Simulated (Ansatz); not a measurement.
# The perfect InAs wire along [110], 6 atoms a period, H-terminated

Aim: is the InAs wire along [110], 6 atoms a period, H-terminated a metal or a semiconductor?

Calculated with Ansatz 0.2.0; DFT PBE, plane waves, PAW; relaxation of a wire's period; PAW set soft_1, in the first sound run; inputs show where later runs differ.

### 1. Set-up

The cell holds 14 atoms: 3 As, 8 H and 3 In. Cell: a = 13.365 Å, b = 14.084 Å, c = 4.377 Å, α = 90.0°, β = 90.0°, γ = 90.0°. Vacuum lies along a and b. The structure's axis is c.

### 2. Relaxation of atoms and period

Band widths follow the bond lengths, so the wire is relaxed first. The atoms and the third cell vector are free; the box across stays fixed as vacuum. A Fermi-Dirac smearing is set since the result may be a metal. The pressure printed is a third of the stress's trace over the whole box, vacuum included; only the stress along the axis is relaxed.

input.yaml reads:

```yaml
crystal:
  lattice:
    - [13.365, 0.0, 0.0]
    - [0.0, 14.084, 0.0]
    - [0.0, 0.0, 4.3769909755]
  atoms:
    - { symbol: As, position: [0.447076953, 0.655378791, 0.0] }
    - { symbol: H, position: [0.514034897, 0.745237474, 0.0] }
    - { symbol: In, position: [0.562864458, 0.499990017, 0.0] }
    - { symbol: H, position: [0.25439581, 0.241408691, 0.5] }
    - { symbol: H, position: [0.25439581, 0.447793796, 0.5] }
    - { symbol: H, position: [0.25439581, 0.758571344, 0.5] }
    - { symbol: H, position: [0.25439581, 0.552186238, 0.5] }
    - { symbol: In, position: [0.331289448, 0.344601244, 0.5] }
    - { symbol: In, position: [0.331289448, 0.655378791, 0.5] }
    - { symbol: As, position: [0.678651963, 0.499990017, 0.5] }
    - { symbol: H, position: [0.745609906, 0.410131334, 0.5] }
    - { symbol: H, position: [0.745609906, 0.589848701, 0.5] }
    - { symbol: As, position: [0.447076953, 0.344601244, 0.0] }
    - { symbol: H, position: [0.514034897, 0.25474256, 0.0] }
kpoints:
  mp_grid: { grid: [1, 1, 19] }
scf:
  occupations: { method: fermi_dirac, width: 0.05 }
hamiltonian:
  xc: pbe
  pseudopotentials: { kind: paw, azcp: { folder: soft_1 } }
relax:
  cell: { fix: [a, b, alpha, beta, gamma] }
  max_steps: 45
  f_tol: 0.03
```

Launch:

```console
$ ansatz run input.yaml --threads 4 --pin off --max-ram 16384MiB --backend cpu --events-out ev --progress --plain --runs-dir out
```

Numbers of over 12 decimals in the logs are rounded to 6 here.

The program printed:

```text
Engine: ansatz 0.2.0, aarch64-unknown-linux-gnu
Pseudopotentials: kind: paw
Pseudopotential: As, paw, valence charge 15, recommended cutoff 420 eV (normal), soft_1/As.paw.azcp
Pseudopotential: H, paw, valence charge 1, recommended cutoff 420 eV (normal), soft_1/H.paw.azcp
Pseudopotential: In, paw, valence charge 13, recommended cutoff 420 eV (normal), soft_1/In.paw.azcp
Functional definition: PBE
  parameter kappa = 0.804
  parameter beta = 0.066725
  exchange = pbe_x(kappa = kappa, mu = beta*pi^2/3)
  correlation = pbe_c(beta = beta)
Crystal: 14 atoms, lattice volume = 823.893 Å³
Basis set: ecut = 420 eV, 16185 PW (Γ), exchange–correlation on 180×192×60 points (8 copies of the dense FFT grid, shifted against one another)
Bands: 60, of which v1, the nominal top of the filled ones, is band 46 counted from 1 (45 counted from 0)
Symmetry: 4 space group operations
Space group: Pmm2 (ITA 25), of the structure as read, at distance tolerance 9.4e-5 Å
k-points: 10 of 19
Non-local potential: As, projectors of the file, l = 0: 2, l = 1: 2, l = 2: 3, l = 3: 1
Non-local potential: H, projectors of the file, l = 0: 2, l = 1: 1
Non-local potential: In, projectors of the file, l = 0: 2, l = 1: 2, l = 2: 2, l = 3: 1
PAW form: soft (Blöchl's): semilocal exchange-correlation on the pseudo side does not see the compensation charge
PAW one-centre angular grid: As, 590 points (default); XC on 64 Gauss nodes
PAW one-centre angular grid: H, 110 points (default); XC on 64 Gauss nodes
PAW one-centre angular grid: In, 590 points (default); XC on 64 Gauss nodes
Initial density: superposition of atomic densities (neutral atoms: chi_scale 0, normalization atom)
Initial wavefunctions: pseudopotential atomic-orbital guess
Functional: x = pbe(κ = 0.804, μ = 0.219515), c = pbe(β = 0.066725)
SCF iter   1: F=—  HF=-31489.118428 eV  |F-HF|=—  |Δ(HF+E_count)|=         —  Δρ=2.93e-2  dr2=9.04e0  ethr=3.10e-3  ⟨swp⟩=7.2  Hψ=2695  notcnv=0  defer=12
preconditioner: auto → Resta (q_TF=auto, 1.893 Å⁻¹)  ε∞=1.6  [insulator: Δε(μ)=2.174 eV  Ē_g=13.211 eV  σ=0.050 eV  W_gap=1.00  n_scr=94 (ndim 8)  ℏωp=10.2 eV  f_vac=0.615  D(μ)=0.00/eV (n_scr^D=0)  ε∞_Penn≈1.6  vacuum switching on, ρ_ref=1.3e-2 e/Å³]
SCF iter   2: F=—  HF=-31486.604927 eV  |F-HF|=—  |Δ(HF+E_count)|=    2.51e0  Δρ=1.11e-2  dr2=1.22e0  ethr=3.10e-3  ⟨swp⟩=3.5  Hψ=1051  notcnv=0  defer=83
SCF iter   3: F=—  HF=-31486.348992 eV  |F-HF|=—  |Δ(HF+E_count)|=   2.56e-1  Δρ=4.29e-3  dr2=2.64e-1  ethr=1.33e-3  ⟨swp⟩=3.9  Hψ=978  notcnv=0  defer=60
SCF iter   4: F=—  HF=-31486.297539 eV  |F-HF|=—  |Δ(HF+E_count)|=   5.15e-2  Δρ=1.12e-3  dr2=1.70e-2  ethr=2.87e-4  ⟨swp⟩=4.3  Hψ=869  notcnv=0  defer=60
SCF iter   5: F=—  HF=-31486.296635 eV  |F-HF|=—  |Δ(HF+E_count)|=   9.04e-4  Δρ=4.24e-4  dr2=1.24e-3  ethr=1.85e-5  ⟨swp⟩=2.9  Hψ=968  notcnv=0  defer=62
SCF iter   6: F=—  HF=-31486.297090 eV  |F-HF|=—  |Δ(HF+E_count)|=   4.54e-4  Δρ=1.32e-4  dr2=1.80e-4  ethr=1.35e-6  ⟨swp⟩=2.0  Hψ=848  notcnv=0  defer=62
SCF iter   7: F=—  HF=-31486.297154 eV  |F-HF|=—  |Δ(HF+E_count)|=   6.38e-5  Δρ=3.82e-5  dr2=1.46e-5  ethr=1.96e-7  ⟨swp⟩=2.8  Hψ=992  notcnv=0  defer=62
SCF iter   8: F=—  HF=-31486.297211 eV  |F-HF|=—  |Δ(HF+E_count)|=   5.80e-5  Δρ=1.02e-5  dr2=9.26e-7  ethr=1.58e-8  ⟨swp⟩=2.0  Hψ=945  notcnv=0  defer=62
SCF iter   9: F=—  HF=-31486.297213 eV  |F-HF|=—  |Δ(HF+E_count)|=   1.03e-6  Δρ=3.23e-6  dr2=1.25e-7  ethr=1.09e-10  ⟨swp⟩=5.0  Hψ=2145  notcnv=0
SCF iter  10: F=-31486.297213 eV  HF=-31486.297213 eV  |F-HF|=6.62e-10  |Δ(HF+E_count)|=   1.06e-7  Δρ=1.25e-6  dr2=2.27e-8  ethr=1.09e-10  ⟨swp⟩=4.6  Hψ=1826  notcnv=0
SCF 1 converged in 10 iterations: F = -31486.297213 eV  dr2 = 2.27e-8
  greatest PAW one-centre occupation: 0.999 electrons in one spin orbital (limit 2), on the As atom at site 9 (counted from 0), in its partial waves of l = 2
relax step   1: F+E_penalty+E_count = -31486.29721261 eV  Δ(F+E_penalty+E_count) = +0.000e0 eV  max|allowed force component| = 1.065e0 eV/Å  Δτ_max = 0.0000 Å  P = -0.063 GPa  Ω = 823.893 Å³  fix = [a, b, alpha, beta, gamma]  reactions: a -0.307, b -0.338 GPa  (10 SCF iters, dr2 threshold 1.00e-7 eV, accepted)
Crystal: 14 atoms, lattice volume = 827.874 Å³
Basis set: ecut = 420 eV, 16245 PW (Γ), exchange–correlation on 180×192×60 points (8 copies of the dense FFT grid, shifted against one another)
Initial density: handed on by an earlier stage of this run
Initial wavefunctions: those handed on with the density
iter 1 solved again at ethr=3.77e-4 eV; its pass at ethr=3.10e-3 eV (dr2=3.46e-1 eV) is discarded
SCF iter   1: F=—  HF=-31486.902042 eV  |F-HF|=—  |Δ(HF+E_count)|=         —  Δρ=6.76e-3  dr2=3.47e-1  ethr=3.77e-4  ⟨swp⟩=3.7  Hψ=2844  notcnv=0
preconditioner: auto → Resta (q_TF=auto, 1.892 Å⁻¹)  ε∞=1.6  [insulator: Δε(μ)=1.811 eV  Ē_g=13.144 eV  σ=0.050 eV  W_gap=1.00  n_scr=94 (ndim 8)  ℏωp=10.2 eV  f_vac=0.660  D(μ)=0.00/eV (n_scr^D=0)  ε∞_Penn≈1.6  vacuum switching on, ρ_ref=1.3e-2 e/Å³]
SCF iter   2: F=—  HF=-31486.821848 eV  |F-HF|=—  |Δ(HF+E_count)|=   8.02e-2  Δρ=3.47e-3  dr2=6.13e-2  ethr=3.77e-4  ⟨swp⟩=4.4  Hψ=1139  notcnv=0
SCF iter   3: F=—  HF=-31486.815876 eV  |F-HF|=—  |Δ(HF+E_count)|=   5.97e-3  Δρ=9.42e-4  dr2=1.76e-2  ethr=6.66e-5  ⟨swp⟩=3.1  Hψ=906  notcnv=0  defer=83
SCF iter   4: F=—  HF=-31486.812243 eV  |F-HF|=—  |Δ(HF+E_count)|=   3.63e-3  Δρ=2.50e-4  dr2=5.90e-4  ethr=1.91e-5  ⟨swp⟩=2.0  Hψ=691  notcnv=0  defer=86
SCF iter   5: F=—  HF=-31486.812304 eV  |F-HF|=—  |Δ(HF+E_count)|=   6.06e-5  Δρ=6.59e-5  dr2=3.45e-5  ethr=6.41e-7  ⟨swp⟩=2.7  Hψ=826  notcnv=0  defer=86
SCF iter   6: F=—  HF=-31486.812318 eV  |F-HF|=—  |Δ(HF+E_count)|=   1.41e-5  Δρ=1.93e-5  dr2=4.17e-6  ethr=3.74e-8  ⟨swp⟩=2.4  Hψ=838  notcnv=0  defer=86
SCF iter   7: F=-31486.812319 eV  HF=-31486.812320 eV  |F-HF|=1.23e-7  |Δ(HF+E_count)|=   1.47e-6  Δρ=5.80e-6  dr2=4.25e-7  ethr=1.52e-9  ⟨swp⟩=5.0  Hψ=2065  notcnv=0
SCF 2 converged in 7 iterations: F = -31486.812319 eV  dr2 = 4.25e-7
relax step   2: F+E_penalty+E_count = -31486.81231945 eV  Δ(F+E_penalty+E_count) = -5.151e-1 eV  max|allowed force component| = 4.511e-1 eV/Å  Δτ_max = 0.1945 Å  P = +0.084 GPa  Ω = 827.874 Å³  energy of the carried Pulay correction = -4.731e-4 eV  fix = [a, b, alpha, beta, gamma]  reactions: a -0.231, b +0.367 GPa  (7 SCF iters, dr2 threshold 1.40e-6 eV, accepted)
Crystal: 14 atoms, lattice volume = 830.662 Å³
Basis set: ecut = 420 eV, 16321 PW (Γ), exchange–correlation on 180×192×60 points (8 copies of the dense FFT grid, shifted against one another)
[...]
relax step   9: F+E_penalty+E_count = -31487.18217032 eV  Δ(F+E_penalty+E_count) = -2.410e-3 eV  max|allowed force component| = 1.566e-1 eV/Å  Δτ_max = 0.1839 Å  P = -0.062 GPa  Ω = 848.397 Å³  energy of the carried Pulay correction = -2.876e-3 eV  fix = [a, b, alpha, beta, gamma]  reactions: a -0.072, b -0.119 GPa  (10 SCF iters, accepted)
relax step  10: F+E_penalty+E_count = -31487.18563086 eV  Δ(F+E_penalty+E_count) = -3.461e-3 eV  max|allowed force component| = 3.553e-2 eV/Å  Δτ_max = 0.0761 Å  P = +0.022 GPa  Ω = 847.340 Å³  energy of the carried Pulay correction = -2.753e-3 eV  fix = [a, b, alpha, beta, gamma]  reactions: a -0.009, b +0.041 GPa  (6 SCF iters, dr2 threshold 1.40e-6 eV, accepted)
relax step  11: F+E_penalty+E_count = -31487.18680052 eV  Δ(F+E_penalty+E_count) = -1.170e-3 eV  max|allowed force component| = 1.941e-2 eV/Å  Δτ_max = 0.0258 Å  P = +0.009 GPa  Ω = 848.643 Å³  energy of the carried Pulay correction = -2.904e-3 eV  fix = [a, b, alpha, beta, gamma]  reactions: a -0.007, b +0.006 GPa  (6 SCF iters, dr2 threshold 7.89e-8 eV, accepted)
relax step  12: F+E_penalty+E_count = -31487.18712677 eV  Δ(F+E_penalty+E_count) = -3.262e-4 eV  max|allowed force component| = 2.043e-2 eV/Å  Δτ_max = 0.0376 Å  P = -0.012 GPa  Ω = 849.409 Å³  energy of the carried Pulay correction = -2.993e-3 eV  fix = [a, b, alpha, beta, gamma]  reactions: a -0.028, b -0.016 GPa  (10 SCF iters, accepted)
relax step  13: F+E_penalty+E_count = -31487.18731171 eV  Δ(F+E_penalty+E_count) = -1.849e-4 eV  max|allowed force component| = 1.234e-2 eV/Å  Δτ_max = 0.0332 Å  P = -0.012 GPa  Ω = 850.164 Å³  energy of the carried Pulay correction = -3.080e-3 eV  fix = [a, b, alpha, beta, gamma]  reactions: a -0.028, b -0.004 GPa  (9 SCF iters, accepted)
Basis set: ecut = 420 eV, 16681 PW (Γ), exchange–correlation on 180×192×64 points (8 copies of the dense FFT grid, shifted against one another)
Initial wavefunctions: pseudopotential atomic-orbital guess (no wavefunctions were taken with the density)
iter 1 solved again at ethr=7.87e-8 eV; its pass at ethr=3.10e-3 eV (dr2=7.24e-5 eV) is discarded
SCF iter   1: F=—  HF=-31487.182480 eV  |F-HF|=—  |Δ(HF+E_count)|=         —  Δρ=1.17e-4  dr2=4.15e-6  ethr=7.87e-8  ⟨swp⟩=4.1  Hψ=4467  notcnv=0
preconditioner: auto → Resta (q_TF=auto, 1.883 Å⁻¹)  ε∞=1.6  [insulator: Δε(μ)=2.143 eV  Ē_g=13.250 eV  σ=0.050 eV  W_gap=1.00  n_scr=94 (ndim 8)  ℏωp=10.0 eV  f_vac=0.660  D(μ)=0.00/eV (n_scr^D=0)  ε∞_Penn≈1.6  vacuum switching on, ρ_ref=1.3e-2 e/Å³]
SCF iter   2: F=—  HF=-31487.188296 eV  |F-HF|=—  |Δ(HF+E_count)|=   5.82e-3  Δρ=5.87e-5  dr2=1.09e-6  ethr=4.51e-9  ⟨swp⟩=3.3  Hψ=1089  notcnv=0
SCF iter   3: F=—  HF=-31487.190951 eV  |F-HF|=—  |Δ(HF+E_count)|=   2.66e-3  Δρ=9.49e-6  dr2=2.62e-7  ethr=1.19e-9  ⟨swp⟩=3.0  Hψ=1006  notcnv=0
SCF iter   4: F=—  HF=-31487.191060 eV  |F-HF|=—  |Δ(HF+E_count)|=   1.08e-4  Δρ=1.66e-6  dr2=1.92e-8  ethr=2.85e-10  ⟨swp⟩=3.4  Hψ=1154  notcnv=0
SCF iter   5: F=—  HF=-31487.191063 eV  |F-HF|=—  |Δ(HF+E_count)|=   3.77e-6  Δρ=4.74e-7  dr2=2.07e-9  ethr=2.09e-11  ⟨swp⟩=3.0  Hψ=1068  notcnv=0
SCF iter   6: F=—  HF=-31487.191064 eV  |F-HF|=—  |Δ(HF+E_count)|=   2.32e-7  Δρ=1.65e-7  dr2=5.60e-10  ethr=2.25e-12  ⟨swp⟩=2.6  Hψ=1018  notcnv=0
SCF iter   7: F=-31487.191064 eV  HF=-31487.191064 eV  |F-HF|=3.89e-10  |Δ(HF+E_count)|=   3.50e-8  Δρ=4.28e-8  dr2=3.25e-11  ethr=1.00e-12  ⟨swp⟩=3.0  Hψ=2148  notcnv=0
SCF 14 converged in 7 iterations: F = -31487.191064 eV  dr2 = 3.25e-11
relax step  14: F+E_penalty+E_count = -31487.19106355 eV  Δ(F+E_penalty+E_count) = -3.752e-3 eV  max|allowed force component| = 1.262e-2 eV/Å  Δτ_max = 0.0000 Å  P = -0.009 GPa  Ω = 850.164 Å³  fix = [a, b, alpha, beta, gamma]  reactions: a -0.027, b -0.004 GPa  stress off target by 3.56e-3 GPa on what of the cell is left free  SCF on the basis re-selected at this cell (its energy is not comparable with the rows above)  (7 SCF iters)
basis re-selected at this cell: Δ(F+E_penalty+E_count) = -3.752e-3 eV, ΔP = +0.003 GPa vs the last step (what re-selecting the basis moved, of the pressure what is left beyond the Pulay correction that the steps carried, after the strain that the cell walked since its last selection, with what the two solves' SCF thresholds leave and, on support functions, any second-order correction that the steps lacked; it is no measure of the basis error at this ecutwfc). The dense FFT grid was sized anew with the basis: this SCF ran on 90×96×32 points, the steps before it on 90×96×30, so part of this shift can come from that change (see relax.cell in the input reference). [rest of the remark cut]
SCF converged after 7 iterations
Free energy (F): -31487.191064 eV
Harris-Foulkes:  -31487.191064 eV  (|F-HF|=3.89e-10)
Internal energy: -31487.191064 eV  (E = F + TS)
E sigma→0 (E₀):  -31487.191064 eV
Fermi energy:    -1.927381 eV
--- Per-component energies (eV) ---
  E_band       = -1833.366591
  E_kinetic    = 1047.630878
  E_local      = -30745.348030  (includes V_loc(G=0)·N_el)
  E_nonlocal   = -193.938225
  E_hartree    = 14904.409788
  E_xc         = -705.240173
  E_vxc        = -573.033809  (∫ρ·V_xc dr)
  E_paw        = -18674.741058  (= ΣΔE_a)
  E_vpaw       = -1177.490314  (= ΣTr[D̂ρ^β])
  E_aug_tail   = -0.006709  (compensation charges beyond the density's cutoff)
  E_ewald      = 2880.042466
  E_smearing   = -0.000000  (= −TS)
  E_closure    = 0.000000  (closes the sum)
  Σ components = -31487.191064   (vs F -31487.191064, Δ=0.00e0)
--- Forces (eV/Å), atoms counted from 1 ---
  atom   1  As     0.00939360     0.01262327    -0.00000000
  atom   2  H     -0.00789900    -0.00514827     0.00000000
  atom   3  In    -0.00995371     0.00000000     0.00000000
  atom   4  H      0.00075262     0.01202956    -0.00000000
  atom   5  H      0.00824779    -0.00943995    -0.00000000
  atom   6  H      0.00075262    -0.01202956    -0.00000000
  atom   7  H      0.00824779     0.00943995    -0.00000000
  atom   8  In    -0.00439323     0.00265991     0.00000000
  atom   9  In    -0.00439323    -0.00265991     0.00000000
  atom  10  As    -0.00616893    -0.00000000     0.00000000
  atom  11  H      0.00195910    -0.00249456    -0.00000000
  atom  12  H      0.00195910     0.00249456    -0.00000000
  atom  13  As     0.00939360    -0.01262327    -0.00000000
  atom  14  H     -0.00789900     0.00514827     0.00000000
  max |Σ_I F_I| component: 8.87e-7 eV/Å
--- Stress (GPa, compression-positive) ---
       -0.026506       0.000000       0.000000
        0.000000      -0.003622      -0.000000
        0.000000       0.000000       0.003562
  P = ⅓ Tr σ = -0.0089 GPa (-0.089 kbar)
--- Relaxed structure (13 steps of the walk, 13 accepted, 1 SCFs on fresh bases) ---
  F+E_penalty+E_count = -31487.19106355 eV   max|allowed force component| = 1.262e-2 eV/Å   (the final SCF, on the basis selected at the relaxed cell)
  cell:  # Å, volume = 850.1635 Å³
    - [13.365, 0.0, 0.0]
    - [0.0, 14.084, 0.0]
    - [0.0, 0.0, 4.516557]
  atoms:
    - { symbol: As, position: [0.436192, 0.662059, 0.0] }
    - { symbol: H, position: [0.527283, 0.727352, 0.0] }
    - { symbol: In, position: [0.532018, 0.5, 0.0] }
    - { symbol: H, position: [0.330404, 0.168916, 0.5] }
    - { symbol: H, position: [0.232084, 0.371511, 0.5] }
    - { symbol: H, position: [0.330404, 0.831084, 0.5] }
    - { symbol: H, position: [0.232084, 0.628489, 0.5] }
    - { symbol: In, position: [0.331037, 0.291965, 0.5] }
    - { symbol: In, position: [0.331037, 0.708035, 0.5] }
    - { symbol: As, position: [0.646180, 0.5, 0.5] }
    - { symbol: H, position: [0.721461, 0.419099, 0.5] }
    - { symbol: H, position: [0.721461, 0.580901, 0.5] }
    - { symbol: As, position: [0.436192, 0.337941, 0.0] }
    - { symbol: H, position: [0.527283, 0.272648, 0.0] }
```

Elapsed: 2.7 min, on 4 threads of Arm Neoverse V1, shared host; peak memory 1.6 GiB; 11 min of CPU time.

Step by step:

| step | energy less that of the first step (eV) | largest force component (eV/Å) | pressure (GPa) | volume (Å³) |
| --- | --- | --- | --- | --- |
| 1 | 0.0000 | 1.0646 | -0.06 | 823.89 |
| 2 | -0.5151 | 0.4511 | 0.08 | 827.87 |
| 3 | -0.6685 | 0.1555 | 0.03 | 830.66 |
| 4 | -0.7623 | 0.2050 | -0.02 | 836.40 |
| 5 | -0.8298 | 0.0674 | -0.02 | 846.63 |
| 6 | -0.8422 | 0.1286 | 0.02 | 850.73 |
| 7 | -0.8697 | 0.0964 | -0.03 | 853.29 |
| 8 | -0.8825 | 0.0223 | -0.01 | 849.30 |
| 9 | -0.8850 | 0.1566 | -0.06 | 848.40 |
| 10 | -0.8884 | 0.0355 | 0.02 | 847.34 |
| 11 | -0.8896 | 0.0194 | 0.01 | 848.64 |
| 12 | -0.8899 | 0.0204 | -0.01 | 849.41 |
| 13 | -0.8901 | 0.0123 | -0.01 | 850.16 |
| 14* | -0.8939 | 0.0126 | -0.01 | 850.16 |

Relaxation steps marked * repeat the geometry before them on a plane-wave basis chosen anew for their cell, so energy and pressure can jump there.

Forces are held to the 4 operations that the run works with; a distortion that breaks them can't arise in this run.

| cell as run | before | after | change |
| --- | --- | --- | --- |
| c (Å) | 4.377 | 4.517 | +3.2 % |

The atoms that moved most (Å, along periodic axes as changes of fractional coordinates times the final cell, across vacuum about the mean position):

| atom | dx | dy | dz | length |
| --- | --- | --- | --- | --- |
| H4 | 1.016 | -1.021 | 0.000 | 1.440 |
| H6 | 1.016 | 1.021 | 0.000 | 1.440 |
| H7 | -0.298 | 1.075 | 0.000 | 1.115 |
| H5 | -0.298 | -1.075 | 0.000 | 1.115 |
| In8 | -0.003 | -0.741 | 0.000 | 0.741 |
| In9 | -0.003 | 0.741 | 0.000 | 0.741 |
| As10 | -0.434 | 0.000 | 0.000 | 0.434 |
| In3 | -0.412 | 0.000 | 0.000 | 0.412 |

The relaxed structure:

```cif
data_structure
_symmetry_space_group_name_H-M 'P 1'
_symmetry_Int_Tables_number 1
_cell_length_a 13.3650
_cell_length_b 14.0840
_cell_length_c 4.5166
_cell_angle_alpha 90.000
_cell_angle_beta 90.000
_cell_angle_gamma 90.000
_cell_volume 850.16
loop_
_atom_site_label
_atom_site_type_symbol
_atom_site_fract_x
_atom_site_fract_y
_atom_site_fract_z
_atom_site_occupancy
As1 As 0.43619 0.66206 0.00000 1
H2 H 0.52728 0.72735 0.00000 1
In3 In 0.53202 0.50000 0.00000 1
H4 H 0.33040 0.16892 0.50000 1
H5 H 0.23208 0.37151 0.50000 1
H6 H 0.33040 0.83108 0.50000 1
H7 H 0.23208 0.62849 0.50000 1
In8 In 0.33104 0.29197 0.50000 1
In9 In 0.33104 0.70803 0.50000 1
As10 As 0.64618 0.50000 0.50000 1
H11 H 0.72146 0.41910 0.50000 1
H12 H 0.72146 0.58090 0.50000 1
As13 As 0.43619 0.33794 0.00000 1
H14 H 0.52728 0.27265 0.00000 1
```

This step gave:

| Item | Value |
| --- | --- |
| cell length along the wire | 4.517 Å |

The cell's length comes to 4.517 Å with spin left out.

[end of part 1 of 2]

[Logs are printed without paths, hosts, clocks, repeated set-up lines and the standing remarks that a program may print on its own settings, such as how far it seeks lower states.]

[Hosts, paths, dates, database ids (printed as entryN), source tags and the programs' standing remarks are cut or masked in the printed files.]
